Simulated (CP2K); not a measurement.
Consider formate dihydrate at its PBE geometry (Å).

```xyz
10

O    -0.9853    0.7036   -0.2819
C    -1.5607   -0.4177   -0.1002
O    -1.0719   -1.5857   -0.1872
O     1.4200   -0.7651   -0.8355
O     1.2257    1.5290    1.1871
H    -2.6565   -0.3673    0.1667
H     0.9608    0.0803   -1.0158
H     0.6085   -1.2818   -0.5568
H     0.3495    1.3625    0.7553
H     1.7099    0.7423    0.8682
```

Method: CP2K XAS_TDP, all-electron GAPW, PBEh(45%), aug-cc-pVDZ, TDA, no relativity.

Q: Predict the bright core excitations at the O K edge.

Leading lines: O1 528.11 eV, O3 528.00 eV, O4 530.30 eV and O5 530.74 eV. The leading line of an atom is its first one with 35 % of the strongest within 2.5 eV of its lowest line over the strength cut. 

The first six lines of each atom with a strength over 0.0015:

| atom | energy (eV) | states | strength, one atom |
| --- | --- | --- | --- |
| O1 (bonded to C, takes 2 H bonds) | 528.11 | 1 | 0.0297 |
|  | 530.36 | 1 | 0.0015 |
|  | 532.29 | 1 | 0.0015 |
|  | 533.07 | 1 | 0.0043 |
|  | 533.35 | 1 | 0.0052 |
|  | 533.62 | 1 | 0.0087 |
| O3 (bonded to C, takes 1 H bond) | 528.00 | 1 | 0.0317 |
|  | 530.41 | 1 | 0.0017 |
|  | 531.16 | 1 | 0.0019 |
|  | 531.95 | 1 | 0.0017 |
|  | 533.30 | 1 | 0.0044 |
|  | 533.59 | 1 | 0.0066 |
| O4 (bonded to 2 H, gives 2 H bonds, takes 1) | 529.51 | 1 | 0.0017 |
|  | 530.30 | 1 | 0.0073 |
|  | 530.47 | 1 | 0.0043 |
|  | 531.85 | 1 | 0.0089 |
|  | 532.02 | 1 | 0.0045 |
|  | 532.36 | 1 | 0.0044 |
| O5 (bonded to 2 H, gives 2 H bonds) | 529.58 | 1 | 0.0032 |
|  | 530.42 | 1 | 0.0026 |
|  | 530.74 | 1 | 0.0049 |
|  | 530.91 | 1 | 0.0033 |
|  | 531.34 | 1 | 0.0027 |
|  | 531.75 | 1 | 0.0038 |

Lines are vertical, at one geometry, with no vibrational structure. Without a correction of the core level, line positions, and the gaps between valence and Rydberg lines, follow the share of exact exchange. At this level such K lines come out 3 to 6 eV under measured ones. These values hold no scalar relativity, about 0.4 eV for O 1s. Rydberg lines, and the discretised continuum above threshold, depend on the basis and the box. This is one low-energy arrangement of the cluster, relaxed without a dispersion correction; others exist. The ion (charge -1) is isolated, with no counter-ion or solvent. In an isolated anion many lines lie above the ionisation threshold and are held only by the finite basis.

[Banner, clock and machine lines of the logs are left out without a mark of their own.]

[Logs are printed without paths, hosts, clocks, repeated set-up lines and the standing remarks that a program may print on its own settings, such as how far it seeks lower states.]

[Hosts, paths, dates, database ids (printed as entryN), source tags and the programs' standing remarks are cut or masked in the printed files.]
